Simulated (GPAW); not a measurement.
**Optical response of KMgF3**

Wanted: where KMgF3 starts to absorb, how strongly, and its refractive index.

Calculated with GPAW 26.7.0; DFT, PBE, plane-wave PAW (GPAW data sets), scalar-relativistic, RPA, optical limit.

## Step 1: Starting point

Symmetry: Pm-3m, No. 221, cubic system. The conventional cell has a = 3.986 Å, b = 3.986 Å, c = 3.986 Å, α = 90.00°, β = 90.00°, γ = 90.00°. Nearest to K lie 12 F at 2.82 Å. Nearest to Mg lie 6 F at 1.99 Å. F has 2 Mg at 1.99 Å and 4 K at 2.82 Å nearest. Farther neighbours and most contacts between anions are not listed.

Coordinates:

```cif
data_structure
_symmetry_space_group_name_H-M 'Pm-3m'
_symmetry_Int_Tables_number 221
_cell_length_a 3.9859
_cell_length_b 3.9859
_cell_length_c 3.9859
_cell_angle_alpha 90.000
_cell_angle_beta 90.000
_cell_angle_gamma 90.000
_cell_volume 63.33
loop_
_atom_site_label
_atom_site_type_symbol
_atom_site_symmetry_multiplicity
_atom_site_Wyckoff_symbol
_atom_site_fract_x
_atom_site_fract_y
_atom_site_fract_z
_atom_site_occupancy
K1 K 1 b 0.50000 0.50000 0.50000 1
Mg1 Mg 1 a 0.00000 0.00000 0.00000 1
F1 F 3 d 0.00000 0.00000 0.50000 1
```

## Step 2: Ground state

First the ground state: is it a metal or has it a gap?

This step: DFT, PBE, plane-wave PAW (GPAW data sets), scalar-relativistic, ground state (GPAW 26.7.0).

gs.py reads:

```python
from ase import Atoms
from ase.dft.bandgap import bandgap
from gpaw import GPAW, PW, FermiDirac

atoms = Atoms(['K', 'Mg', 'F', 'F', 'F'],
              cell=[[3.985900000000, 0.000000000000, 0.000000000000],
                    [0.000000000000, 3.985900000000, 0.000000000000],
                    [0.000000000000, 0.000000000000, 3.985900000000]],
              scaled_positions=[[0.500000000000, 0.500000000000, 0.500000000000],
                                [0.000000000000, 0.000000000000, 0.000000000000],
                                [0.000000000000, 0.000000000000, 0.500000000000],
                                [0.000000000000, 0.500000000000, 0.000000000000],
                                [0.500000000000, 0.000000000000, 0.000000000000]],
              pbc=[True, True, True])
atoms.calc = GPAW(mode=PW(500), xc='PBE', kpts={'size': (6, 6, 6), 'gamma': True},
                  occupations=FermiDirac(0.05), maxiter=150, txt='gs.txt')
print('energy (eV)', atoms.get_potential_energy())
print('Fermi level (eV)', atoms.calc.get_fermi_level())
print('valence electrons', atoms.calc.get_number_of_electrons())
print('gap (eV)', bandgap(atoms.calc, output=None)[0])
print('direct gap (eV)', bandgap(atoms.calc, direct=True, output=None)[0])
atoms.calc.write('gs.gpw')
```

The run is started by

```sh
$ OMP_NUM_THREADS=1 python gs.py
```

Numbers of over 12 decimals in the logs are rounded to 6 here.

The log of the run:

```text
__  _  _
 | _ |_)|_||  |
 |__||  | ||/\| - 26.7.0

Versions:
  Python: 3.12.14
  ASE:    3.29.0
  Numpy:  2.5.5
  Scipy:  1.18.1
  Libxc:  7.0.0

Input parameters:
  mode=PW(ecut=500.0),
  kpts=MonkhorstPack(size=(6, 6, 6), gamma=True),
  maxiter=150,
  occupations=Occupations(name='fermi-dirac', width=0.05, fixmagmom=False),
  xc=XC(name='PBE')

Diagonalizing LCAO Hamiltonian
Converting LCAO to pw mode
   .---------.
  /|         |
 * |         |
 | |         |
 | |   K     |
 F .---------.
 |F         /
 Mg---F----*

Atoms  # Å, Bohr magnetons
|   | symbol |        x |        y |        z |    initial magnetic moments |
| 0 |      K | 1.992950 | 1.992950 | 1.992950 | ( 0.0000,  0.0000,  0.0000) |
| 1 |     Mg | 0.000000 | 0.000000 | 0.000000 | ( 0.0000,  0.0000,  0.0000) |
| 2 |      F | 0.000000 | 0.000000 | 1.992950 | ( 0.0000,  0.0000,  0.0000) |
| 3 |      F | 0.000000 | 1.992950 | 0.000000 | ( 0.0000,  0.0000,  0.0000) |
| 4 |      F | 1.992950 | 0.000000 | 0.000000 | ( 0.0000,  0.0000,  0.0000) |

Unit cell  # Å
| periodic |        x |        y |        z |  lengths |    angles |
|      yes | 3.985900 | 0.000000 | 0.000000 | 3.985900 | 90.000000 |
|      yes | 0.000000 | 3.985900 | 0.000000 | 3.985900 | 90.000000 |
|      yes | 0.000000 | 0.000000 | 3.985900 | 3.985900 | 90.000000 |

Number of symmetries: 48
Symmetry operations  # r_c * U_cc + t_c -> r_c
|    | kind |            matrix            |
|  0 |  E   |  1, 0, 0,  0, 1, 0,  0, 0, 1 |
|  1 |  σ   |  1, 0, 0,  0, 1, 0,  0, 0,-1 |
|  2 |  σ   |  1, 0, 0,  0, 0, 1,  0, 1, 0 |
|  3 |  C4  |  1, 0, 0,  0, 0, 1,  0,-1, 0 |
|  4 |  C4  |  1, 0, 0,  0, 0,-1,  0, 1, 0 |
|  5 |  σ   |  1, 0, 0,  0, 0,-1,  0,-1, 0 |
|  6 |  σ   |  1, 0, 0,  0,-1, 0,  0, 0, 1 |
|  7 |  C2  |  1, 0, 0,  0,-1, 0,  0, 0,-1 |
|  8 |  σ   |  0, 1, 0,  1, 0, 0,  0, 0, 1 |
|  9 |  C2  |  0, 1, 0,  1, 0, 0,  0, 0,-1 |
| 10 |  C3  |  0, 1, 0,  0, 0, 1,  1, 0, 0 |
| 11 |  S6  |  0, 1, 0,  0, 0, 1, -1, 0, 0 |
| 12 |  S6  |  0, 1, 0,  0, 0,-1,  1, 0, 0 |
| 13 |  C3  |  0, 1, 0,  0, 0,-1, -1, 0, 0 |
| 14 |  C4  |  0, 1, 0, -1, 0, 0,  0, 0, 1 |
| 15 |  S4  |  0, 1, 0, -1, 0, 0,  0, 0,-1 |
| 16 |  C3  |  0, 0, 1,  1, 0, 0,  0, 1, 0 |
| 17 |  S6  |  0, 0, 1,  1, 0, 0,  0,-1, 0 |
| 18 |  σ   |  0, 0, 1,  0, 1, 0,  1, 0, 0 |
| 19 |  C4  |  0, 0, 1,  0, 1, 0, -1, 0, 0 |
| 20 |  C2  |  0, 0, 1,  0,-1, 0,  1, 0, 0 |
| 21 |  S4  |  0, 0, 1,  0,-1, 0, -1, 0, 0 |
| 22 |  S6  |  0, 0, 1, -1, 0, 0,  0, 1, 0 |
| 23 |  C3  |  0, 0, 1, -1, 0, 0,  0,-1, 0 |
| 24 |  S6  |  0, 0,-1,  1, 0, 0,  0, 1, 0 |
| 25 |  C3  |  0, 0,-1,  1, 0, 0,  0,-1, 0 |
| 26 |  C4  |  0, 0,-1,  0, 1, 0,  1, 0, 0 |
| 27 |  σ   |  0, 0,-1,  0, 1, 0, -1, 0, 0 |
| 28 |  S4  |  0, 0,-1,  0,-1, 0,  1, 0, 0 |
| 29 |  C2  |  0, 0,-1,  0,-1, 0, -1, 0, 0 |
| 30 |  C3  |  0, 0,-1, -1, 0, 0,  0, 1, 0 |
| 31 |  S6  |  0, 0,-1, -1, 0, 0,  0,-1, 0 |
| 32 |  C4  |  0,-1, 0,  1, 0, 0,  0, 0, 1 |
| 33 |  S4  |  0,-1, 0,  1, 0, 0,  0, 0,-1 |
| 34 |  S6  |  0,-1, 0,  0, 0, 1,  1, 0, 0 |
| 35 |  C3  |  0,-1, 0,  0, 0, 1, -1, 0, 0 |
| 36 |  C3  |  0,-1, 0,  0, 0,-1,  1, 0, 0 |
| 37 |  S6  |  0,-1, 0,  0, 0,-1, -1, 0, 0 |
| 38 |  σ   |  0,-1, 0, -1, 0, 0,  0, 0, 1 |
| 39 |  C2  |  0,-1, 0, -1, 0, 0,  0, 0,-1 |
| 40 |  σ   | -1, 0, 0,  0, 1, 0,  0, 0, 1 |
| 41 |  C2  | -1, 0, 0,  0, 1, 0,  0, 0,-1 |
| 42 |  C2  | -1, 0, 0,  0, 0, 1,  0, 1, 0 |
| 43 |  S4  | -1, 0, 0,  0, 0, 1,  0,-1, 0 |
| 44 |  S4  | -1, 0, 0,  0, 0,-1,  0, 1, 0 |
| 45 |  C2  | -1, 0, 0,  0, 0,-1,  0,-1, 0 |
| 46 |  C2  | -1, 0, 0,  0,-1, 0,  0, 0, 1 |
| 47 |  i   | -1, 0, 0,  0,-1, 0,  0, 0,-1 |

BZ-sampling:
  Number of BZ points: 216
  Number of IBZ points: 20

  Monkhorst-Pack size: [6, 6, 6]
  Monkhorst-Pack shift: [0.083333, 0.083333, 0.083333]

K-points  # in reciprocal-cell coordinates
|     |                                coordinates |     weight |
|   0 | (  0.00000000,   0.00000000,   0.00000000) | 0.00462963 |
|   1 | (  0.16666667,   0.00000000,   0.00000000) | 0.02777778 |
|   2 | (  0.16666667,   0.16666667,   0.00000000) | 0.05555556 |
|   3 | (  0.16666667,   0.16666667,   0.16666667) | 0.03703704 |
|   4 | (  0.33333333,   0.00000000,   0.00000000) | 0.02777778 |
|   5 | (  0.33333333,   0.16666667,   0.00000000) | 0.11111111 |
|   6 | (  0.33333333,   0.16666667,   0.16666667) | 0.11111111 |
|   7 | (  0.33333333,   0.33333333,   0.00000000) | 0.05555556 |
|   8 | (  0.33333333,   0.33333333,   0.16666667) | 0.11111111 |
|   9 | (  0.33333333,   0.33333333,   0.33333333) | 0.03703704 |
| ... |                                            |            |
|  19 | (  0.50000000,   0.50000000,   0.50000000) | 0.00462963 |

Plane wave coefficients: 1640
Cutoff: 500.0 eV

Spin-components: 1 (collinear spins)
Bands:           25
Projectors:      25
Spin-degeneracy: 2
Datatype:        complex128

Parallelization:
  kpt:    1
  domain: 1
  band:   1

Density:
  Valence electrons: 40.0
  Components: 1
  Grid points: [21 21 21]
  Charge: 0.0  # |e|

Potential:
  Grid points: [21 21 21]

species:
  K:
    name:    Potassium
    id:
    Z:       19.0
    valence: 9
    core:    10
    charge:  0.0  # [|e|]
    compensation charges:
      type: gauss
      rc: 0.35  # [Å]
      lmax: 2
    cutoffs:
      filter: 1.91  # [Å]
      core: 1.27  # [Å]
    projectors
    | kind |    occ | energy [eV] | rcut [Å] |
    |   3s |  2.000 |     -35.338 |    1.122 |
    |   4s |  1.000 |      -2.319 |    1.122 |
    |   3p |  6.000 |     -18.813 |    1.106 |
    |    p |        |       8.398 |    1.106 |
    |    d |        |       0.000 |    0.937 |

    Using partial waves for K as LCAO basis

  Mg:
    name:    Magnesium
    id:
    Z:       12.0
    valence: 10
    core:    2
    charge:  0.0  # [|e|]
    compensation charges:
      type: gauss
      rc: 0.33  # [Å]
      lmax: 2
    cutoffs:
      filter: 1.86  # [Å]
      core: 0.54  # [Å]
    projectors
    | kind |    occ | energy [eV] | rcut [Å] |
    |   2s |  2.000 |     -79.840 |    1.090 |
    |   3s |  2.000 |      -4.705 |    1.090 |
    |   2p |  6.000 |     -46.613 |    1.085 |
    |   3p |  0.000 |      -1.330 |    1.085 |
    |    d |        |       0.000 |    1.037 |

    Using partial waves for Mg as LCAO basis

  F:
    name:    Fluorine
    id:
    Z:       9.0
    valence: 7
    core:    2
    charge:  0.0  # [|e|]
    compensation charges:
      type: gauss
      rc: 0.20  # [Å]
      lmax: 2
    cutoffs:
      filter: 1.14  # [Å]
      core: 0.74  # [Å]
    projectors
    | kind |    occ | energy [eV] | rcut [Å] |
    |   2s |  2.000 |     -29.898 |    0.635 |
    |   2p |  5.000 |     -11.110 |    0.635 |
    |    s |        |      -2.687 |    0.635 |
    |    p |        |      16.102 |    0.635 |
    |    d |        |       0.000 |    0.635 |

    Using partial waves for F as LCAO basis

Reference energy: -29974.140463  # eV

eigensolver:
  PPCG
  Converge bands: occupied
  niter=2

density mixing:
  MSR1-Mixer
  Pratt-step length: 0.05
  Maximum mixing coefficient: 0.75
  Old densities: 10
  SVD Regularization: 0.005
  Good broyden scale: 1.0
  Trust region scale: 1.0
  Backstep threshold: 4.0
  History deletion threshold: 6.0
  Fourier metric: weight=20.0, sigma=0.015

occupation numbers:
  Fermi-Dirac:
    width: 0.0500  # eV

poisson solver:
  ecut: 4000.0  # eV

xc functional:
  name: PBE with 2 nearest neighbor stencil

convergence criteria:
- Maximum [total energy] change in last 3 cyles: 0.0005 eV / valence electron
- Maximum integral of absolute [dens]ity change: 0.0001 electrons / valence electron
- Maximum integral of absolute [eigenst]ate change: 4e-08 eV^2 / valence electron
maximum number of iterations: 150

SCF iterations
|iter     |      energy | eigst |  dens |
|iter:   1||  -25.455138 | -0.12 |       |
|iter:   2||  -25.121820 | -1.85 | -1.18 |
|iter:   3||  -24.159989 | -0.61 | -1.23 |
|iter:   4||  -24.184858 | -2.63 | -1.65 |
|iter:   5||  -24.196993 | -2.87 | -1.94 |
|iter:   6||  -24.197232c| -4.71 | -2.95 |
|iter:   7||  -24.197266c| -5.74 | -3.44 |
|iter:   8||  -24.197268c| -6.48 | -4.06c|
|iter:   9||  -24.197268c| -7.60c| -5.08c|

Converged in 9 steps
SCF loop duration: 14.676 s (1.631 s/step)
Energy contributions relative to reference atoms: (reference = -29974.140463)

Energy contributions:
  Kinetic:          25.474208
  Coulomb:         -22.487638
  Zero:             -0.004969
  External:          0.000000
  Xc:              -27.178869
  Entropy:          -0.000000
  Spinorbit:         0.000000
  ----------------------------
  Free energy:     -24.197268
  Extrapolated:    -24.197268

dipole moment: (-29.498095, -29.498095, -29.498095)  # |e|*Ang

Fermi level: 2.934
Eigenvalues  # (at kpt = [0.000, 0.000, 0.000])
| band index |      eig [eV] | occ [0-2] |
|          0 |       -70.315 |     2.000 |
|        ... |               |           |
|         12 |        -1.840 |     2.000 |
|         13 |        -1.840 |     2.000 |
|         14 |        -0.057 |     2.000 |
|         15 |        -0.057 |     2.000 |
|         16 |        -0.057 |     2.000 |
|         17 |         0.240 |     2.000 |
|         18 |         0.240 |     2.000 |
|         19 |         0.240 |     2.000 |
|         20 |         7.875 |     0.000 |
|         21 |        10.615 |     0.000 |
|         22 |        14.657 |     0.000 |
|         23 |        17.494 |     0.000 |
|         24 |        17.494 |     0.000 |

Gap: 7.318 eV
Transition (v -> c):
  (s=0, k=19, n=19, [0.50, 0.50, 0.50]) -> (s=0, k=0, n=20, [0.00, 0.00, 0.00])
Direct/indirect transitions are different
Direct gap: 7.635 eV
Transition at: (s=0, k=0, n=19, [0.00, 0.00, 0.00])

--- standard output ---
energy (eV) -24.197268
Fermi level (eV) 2.934204
valence electrons 40.0
gap (eV) 7.318192
direct gap (eV) 7.635153
```

The job ended after 17 s (1 thread of Arm Neoverse V1, shared host; peak memory 0.16 GiB).

This step gave:

```
energy                 : -24.20 eV
Fermi energy           : 2.934 eV
gap on the k-mesh      : 7.318 eV
direct gap on the mesh : 7.635 eV
electrons              : 40
```

There is a gap, 7.32 eV on this mesh (points off the mesh can give less), so no carriers' term is needed.

## Step 3: Bands for the response

At the fixed density, many empty bands are solved on the mesh of the response, since the spectrum sums over them.

This step: DFT, PBE, plane-wave PAW (GPAW data sets), scalar-relativistic, bands at fixed density (GPAW 26.7.0).

nscf.py reads:

```python
from ase.dft.bandgap import bandgap
from gpaw import GPAW, FermiDirac

calc = GPAW('gs.gpw').fixed_density(kpts={'size': (8, 8, 8), 'gamma': True}, nbands=49, convergence={'bands': 43},
                                    occupations=FermiDirac(0.001), txt='nscf.txt')
print('gap (eV)', bandgap(calc, output=None)[0])
print('direct gap (eV)', bandgap(calc, direct=True, output=None)[0])
print('top band over the Fermi level (eV)', min(calc.get_eigenvalues(kpt=k)[42] for k in range(len(calc.get_ibz_k_points()))) - calc.get_fermi_level())
calc.write('full.gpw', mode='all')
```

The run is started by

```sh
$ OMP_NUM_THREADS=1 python nscf.py
```

The log of the run:

```text
Diagonalizing LCAO Hamiltonian
Converting LCAO to pw mode
convergence criteria:
- Maximum integral of absolute [eigenst]ate change: 4e-08 eV^2 / valence electron
maximum number of iterations: 150

SCF iterations
|iter     |      energy | eigst |  dens |
|iter:   1||             | +3.19 |       |
|iter:   2||             | +2.04 |       |
|iter:   3||             | +1.18 |       |
|iter:   4||             | +0.20 |       |
|iter:   5||             | -0.73 |       |
|iter:   6||             | -1.70 |       |
|iter:   7||             | -2.63 |       |
|iter:   8||             | -3.62 |       |
|iter:   9||             | -4.49 |       |
|iter:  10||             | -5.42 |       |
|iter:  11||             | -6.18 |       |
|iter:  12||             | -6.97 |       |
|iter:  13||             | -7.62c|       |
SCF steps: 13
  __  _  _
 | _ |_)|_||  |
 |__||  | ||/\| - 26.7.0

Versions:
  Python: 3.12.14
  ASE:    3.29.0
  Numpy:  2.5.5
  Scipy:  1.18.1
  Libxc:  7.0.0

Input parameters:
  mode=PW(ecut=500.0),
  convergence={'bands': 43},
  gpts=array([21, 21, 21]),
  kpts=MonkhorstPack(size=(8, 8, 8), gamma=True),
  maxiter=150,
  nbands=49,
  occupations=Occupations(name='fermi-dirac', width=0.001, fixmagmom=False),
  parallel={},
  xc=XC(name='PBE')

--- standard output ---
gap (eV) 7.316808
direct gap (eV) 7.635153
top band over the Fermi level (eV) 25.985161
```

Wall time 68 s (1 thread); peak memory 0.21 GiB.

Numbers from this step:

| Quantity | Value |
| --- | --- |
| gap on the k-mesh | 7.317 eV |

[end of part 1 of 2]

[Machine, clock and banner lines and Python warnings are left out of the logs.]

[Logs are printed without paths, hosts, clocks, repeated set-up lines and the standing remarks that a program may print on its own settings, such as how far it seeks lower states.]

[Hosts, paths, dates, database ids (printed as entryN), source tags and the programs' standing remarks are cut or masked in the printed files.]
